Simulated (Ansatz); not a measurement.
# Random rutile alloy of IrO2 and SiO2 (96 atoms): geometry optimisation, part 2 of 2

Wanted: the relaxed structure of random rutile alloy of IrO2 and SiO2 (96 atoms) and its electronic structure.

Ansatz 0.2.0; Kohn-Sham DFT, PBEsol, PAW (set soft_2), plane waves.

The cell: 4 Si, 64 O and 28 Ir. The host structure and its lattice constant were typed by rule, without a check against the phase diagram. The main run has no spin polarisation. No spin–orbit coupling is included.

So far. Step 3 (Relaxation): The relaxation changed the energy by -232 meV/atom, and atoms moved by 0.15 Å r.m.s., 0.39 Å at most.

## (5) Single point at the relaxed geometry

The electronic structure is read at the final geometry, in a run of its own.

Contents of input.yaml:

```yaml
crystal:
  lattice:
    - [8.9162, 0.0, 0.0]
    - [0.0, 8.9162, 0.0]
    - [0.0, 0.0, 12.3716]
  atoms:
    - { symbol: Si, position: [0.00114, 0.99959, 0.00158] }
    - { symbol: Si, position: [0.24607, 0.2478, 0.12203] }
    - { symbol: O, position: [0.15191, 0.1461, 0.0134] }
    - { symbol: O, position: [0.34439, 0.33831, 0.01352] }
    [... 86 atom lines left out ...]
    - { symbol: Ir, position: [0.50067, 0.49874, 0.75076] }
    - { symbol: Ir, position: [0.75396, 0.74924, 0.87763] }
    - { symbol: O, position: [0.65817, 0.6515, 0.75027] }
    - { symbol: O, position: [0.84951, 0.84237, 0.75181] }
    - { symbol: O, position: [0.59913, 0.90294, 0.87549] }
    - { symbol: O, position: [0.90991, 0.59189, 0.88817] }
kpoints:
  mp_grid: { grid: [2, 2, 1] }
hamiltonian:
  xc: pbesol
scf:
  occupations: { method: gaussian, width: 0.025 }
output:
  forces: true
  stress: true
  populations: intrinsic
  dos:
    method: { smearing: { sigma: 0.08 } }
    de: 0.1
    projected: { site_lists: { Ir: [Ir], O: [O], Si: [Si] } }
  eigenvalues: true
  write_density: true
  write_potential: true
  volumetric_format: npy
```

Launch:

```
$ ansatz run input.yaml --threads 8 --pin off --max-ram 15872MiB --backend cpu --events-out ev --progress --plain --runs-dir out
```

Run time: 21 s. Hardware: 8 threads of AMD EPYC 9R45, shared host; peak memory 8.1 GiB; 2.7 min of CPU time.

Numbers from this run:

```yaml
free_energy: -368693.4854 eV
free_energy_per_atom: -3840.5571 eV/atom
scf_cycles: 16
pressure: -1.251 GPa
r_m_s_force_component: 0.00528 eV/Å
longest_force: 0.02439 eV/Å
fermi_energy: 14.17 eV
levels_partly_filled_by_over_2_per_cent: 8
```

Intrinsic-atomic-orbital charges by element:

| element | coordination | atoms | mean charge (e) | spread | least | most |
| --- | --- | --- | --- | --- | --- | --- |
| Ir | all | 28 | 1.37 | 0.0152 | 1.34 | 1.40 |
| O | all | 64 | -0.694 | 0.0329 | -0.767 | -0.652 |
| Si | all | 4 | 1.51 | 0.0036 | 1.50 | 1.51 |

Charge against the make-up of the first shell:

| Si neighbours of O | atoms | mean charge (e) |
| --- | --- | --- |
| 0 | 42 | -0.671 |
| 1 | 20 | -0.734 |
| 2 | 2 | -0.761 |

Density of states as counts of states in windows of 1 eV (from the Fermi level), total and the larger projections:

| from (eV) | to (eV) | total | O p | Ir d |
| --- | --- | --- | --- | --- |
| -18 | -11 | 0.0 | 0.0 | 0.0 |
| -11 | -10 | 4.3 | 2.6 | 0.8 |
| -10 | -9 | 22.2 | 13.6 | 6.0 |
| -9 | -8 | 64.1 | 39.5 | 20.5 |
| -8 | -7 | 52.7 | 34.1 | 15.5 |
| -7 | -6 | 57.9 | 40.4 | 13.3 |
| -6 | -5 | 60.1 | 44.7 | 12.6 |
| -5 | -4 | 66.4 | 50.9 | 13.5 |
| -4 | -3 | 43.3 | 36.1 | 6.2 |
| -3 | -2 | 31.7 | 14.4 | 16.5 |
| -2 | -1 | 81.0 | 18.0 | 60.6 |
| -1 | 0 | 39.3 | 15.4 | 23.0 |
| 0 | 1 | 28.6 | 12.2 | 15.7 |
| 1 | 2 | 14.0 | 2.3 | 9.0 |
| 2 | 3 | 35.4 | 9.4 | 20.4 |
| 3 | 4 | 36.2 | 13.7 | 19.0 |
| 4 | 5 | 26.0 | 11.1 | 12.9 |

The curve was stored every 0.10 eV, coarse against its broadening of 0.08 eV, so these counts are rough.

Between -26 and -18 eV lie 128 more states.

The stored curve holds about 651 of the 876 electrons; the rest, give or take the few that broadening carries across the Fermi level, lie in deeper levels below its range.

The levels nearest the highest filled one (over half full), pooled over k-points and spins:

| level less the highest filled one (eV) | occupation |
| --- | --- |
| -0.0281 | 1.98 |
| -0.0187 | 1.93 |
| -0.0105 | 1.82 |
| -0.0061 | 1.72 |
| -0.0026 | 1.63 |
| 0 | 1.54 |
| 0.0252 | 0.493 |
| 0.0254 | 0.486 |
| 0.0275 | 0.416 |
| 0.0683 | 0.002 |
| 0.108 | 0 |
| 0.116 | 0 |

Electrostatic potential energy in the ab plane at fractional z = 0.001, with atoms of Si and O and Ir within 0.2 Å of it. With pseudopotentials it is smooth inside the atoms' cores, unlike the true potential.

Ten even steps from '_' (-49 eV) to '@' (19 eV), each cell a mean:
```
__::**%%@@@@@@@@@@%%++______::##@@@@@@@@@@@@%%==..
==++%%@@@@@@@@@@%%####==::--++%%@@@@@@@@%%**####++
%%%%@@@@@@@@@@**----**######%%@@@@@@@@%%==::--##%%
@@@@@@@@@@@@@@++....++@@@@@@@@@@@@@@@@%%--..--##@@
@@@@@@@@@@@@@@**----##@@@@@@@@@@@@@@@@%%++==++@@@@
@@@@@@@@@@@@@@%%%%%%@@@@@@@@@@@@@@@@@@@@@@%%@@@@@@
@@@@@@####%%@@@@@@@@@@@@@@@@@@##++**%%@@@@@@@@@@@@
@@@@**--::**@@@@@@@@@@@@@@@@%%--..::**@@@@@@@@@@@@
@@%%++....++@@@@@@@@@@@@%%%%%%--..--##@@@@@@@@@@@@
**##**====##@@@@@@@@%%**++++****++**@@@@@@@@@@%%##
..--##%%%%@@@@@@@@@@**::____--##@@@@@@@@@@@@%%**--
__..++%%@@@@@@@@@@%%==______..**@@@@@@@@@@@@%%==__
__..**%%@@@@@@@@@@%%++______::##@@@@@@@@@@@@%%++..
--++##@@@@@@@@@@%%%%##==::::++%%@@@@@@@@%%****##==
%%%%@@@@@@@@@@##====##%%####%%@@@@@@@@%%==::--##%%
@@@@@@@@@@@@%%==..::**@@@@@@@@@@@@@@@@%%--..::##@@
@@@@@@@@@@@@%%**----##@@@@@@@@@@@@@@@@@@**==**@@@@
@@@@@@@@@@@@@@%%##%%@@@@@@@@@@@@@@@@@@@@@@@@@@@@@@
@@@@@@##**%%@@@@@@@@@@@@@@@@@@##++**%%@@@@@@@@@@@@
@@@@**--::++@@@@@@@@@@@@@@@@%%--..--##@@@@@@@@@@@@
@@%%++::::++@@@@@@@@@@@@%%%%##--..--##@@@@@@@@@@@@
**####++++%%@@@@@@@@%%**++++****++**@@@@@@@@@@%%##
..--##%%@@@@@@@@@@@@**::____--##@@@@@@@@@@@@%%**::
__..++%%@@@@@@@@@@%%==______..**@@@@@@@@@@@@%%==__
```
Columns run along a (8.9 Å; values clipped at the 3rd and 97th percentile), rows up along b (8.9 Å). Atoms in or near the plane, at fractional coordinates: Si at (0.00, 0.00), O at (0.15, 0.15), O at (0.34, 0.34), Si at (0.00, 0.50), O at (0.15, 0.64), O at (0.35, 0.84), Ir at (0.50, 0.00), O at (0.65, 0.16), O at (0.85, 0.36), Ir at (0.50, 0.50), O at (0.65, 0.66), O at (0.85, 0.85).

Valence density in the ab plane at fractional z = 0.001, with atoms of Si and O and Ir within 0.2 Å of it. It is the smooth field of the valence electrons, not physical close to the nuclei.

Values in e/Å³, 13 rows by 16 columns, each cell a mean:
```
0.2 0.3 0.1 0.1 0.2 0.6 1.1 4.4 6.1 2.1 0.2 0.1 0.2 0.8 0.8 0.4
0.2 0.1 0.1 0.1 1.1 4.8 3.1 0.8 0.7 0.3 0.1 0.1 1.1 5.2 3.7 0.6
0.1 0.1 0.1 0.2 0.9 3.5 2.2 0.3 0.1 0.1 0.2 0.2 0.7 2.6 1.9 0.3
0.1 0.6 1.5 0.8 0.3 0.3 0.2 0.1 0.1 0.7 2.5 1.3 0.3 0.2 0.1 0.1
0.3 2.3 6.1 2.6 0.3 0.1 0.1 0.3 0.4 1.7 5.8 2.9 0.3 0.1 0.1 0.1
0.3 1.0 1.9 0.8 0.1 0.1 0.7 3.6 4.3 1.5 1.1 0.5 0.1 0.1 0.2 0.3
0.1 0.3 0.2 0.1 0.1 0.2 1.2 6.6 8.2 3.1 0.3 0.1 0.1 0.2 0.4 0.2
0.3 0.2 0.1 0.1 0.5 1.7 1.2 1.8 2.7 0.9 0.2 0.1 0.6 2.9 2.3 0.6
0.1 0.1 0.1 0.2 1.4 5.5 3.0 0.4 0.2 0.1 0.1 0.2 1.0 4.8 3.8 0.5
0.1 0.2 0.4 0.4 0.5 1.3 0.7 0.1 0.1 0.3 0.6 0.4 0.4 0.7 0.5 0.1
0.2 1.4 4.2 2.0 0.3 0.1 0.1 0.1 0.2 1.6 5.4 2.4 0.3 0.1 0.1 0.1
0.3 1.4 3.8 1.8 0.2 0.1 0.3 1.2 1.5 1.5 3.4 1.5 0.2 0.1 0.2 0.2
0.2 0.4 0.4 0.2 0.1 0.1 1.2 6.4 7.4 2.5 0.4 0.1 0.1 0.1 0.2 0.2
```
Columns run along a (8.9 Å), rows up along b (8.9 Å). Atoms in or near the plane, at fractional coordinates: Si at (0.00, 0.00), O at (0.15, 0.15), O at (0.34, 0.34), Si at (0.00, 0.50), O at (0.15, 0.64), O at (0.35, 0.84), Ir at (0.50, 0.00), O at (0.65, 0.16), O at (0.85, 0.36), Ir at (0.50, 0.50), O at (0.65, 0.66), O at (0.85, 0.85).

Mean intrinsic-atomic-orbital charges: Ir +1.37, O -0.69, Si +1.51 e. The charge on O changes by -0.057 e for each Si neighbour that takes the place of another kind, on average. Within 0.4 eV of the Fermi level the largest share is Ir d (57 % of the projected weight).

The surroundings of Si2, one of the 4 Si atoms, nearest first, numbered as they follow in the input and with coordinates relative to it.

| atom | x | y | z | distance (Å) | bonds | intrinsic-atomic-orbital charge (e) |
| --- | --- | --- | --- | --- | --- | --- |
| Si2 | 0.00 | 0.00 | 0.00 | 0.00 | 6 | 1.51 |
| O9 | -0.81 | -0.78 | 1.38 | 1.78 | 3 | -0.74 |
| O4 | 0.88 | 0.81 | -1.34 | 1.79 | 3 | -0.74 |
| O3 | -0.84 | -0.91 | -1.34 | 1.83 | 3 | -0.76 |
| O10 | 0.83 | 0.86 | 1.40 | 1.84 | 3 | -0.73 |
| O6 | 1.34 | -1.30 | 0.04 | 1.86 | 3 | -0.74 |
| O5 | -1.31 | 1.35 | -0.12 | 1.88 | 3 | -0.77 |
| Ir20 | 0.02 | 0.00 | -2.95 | 2.95 | 6 | 1.35 |
| Ir8 | 0.03 | 0.02 | 3.04 | 3.04 | 6 | 1.34 |
| O54 | -3.04 | -1.41 | -0.12 | 3.35 | 3 | -0.72 |

The column of bonds counts only the pairs O-Ir within 2.43 Å, O-Si within 2.16 Å; other neighbours, such as metal atoms beside each other in a compound, aren't counted, and periodic images can show an atom twice.

## (6) Results

| Property | Result |
| --- | --- |
| energy change in the relaxation | -232.2 meV/atom |
| r.m.s. displacement | 0.151 Å |
| largest displacement | 0.39 Å |
| free energy per atom | -3840.5571 eV/atom |
| density | 11.01 g/cm³ |
| pressure | -1.251 GPa |
| r.m.s. force component | 0.00528 eV/Å |
| wall time of the 3 DFT runs | 90 s |

In words: Relaxation lowers the energy by 232 meV/atom and moves atoms by 0.15 Å r.m.s.; the r.m.s. force component goes from 2.5 to 0.0053 eV/Å, the pressure goes from 11 to -1.3 GPa. By the final cutoffs 0 of 191 bonded pairs parted and 1 joined. The r.m.s. move is of the size of the random displacements put into the start (0.121 Å r.m.s. in three dimensions). From the first step to the last the energy fell by 22.287 eV, and the largest move was 0.39 Å (O47). The O-Si bonds change most in mean length: from 1.947 Å (spread 0.130) to 1.829 Å (spread 0.026), and their number from 23 to 24. With the cutoffs above, all Ir atoms have 6, all O atoms have 3 and all Si atoms have 6 bonded neighbours. 8 levels are partly filled, by over 2 % (on the run's k-points): no clear gap opens at this level.

[Logs are printed without paths, hosts, clocks, repeated set-up lines and the standing remarks that a program may print on its own settings, such as how far it seeks lower states.]

[Hosts, paths, dates, database ids (printed as entryN), source tags and the programs' standing remarks are cut or masked in the printed files.]
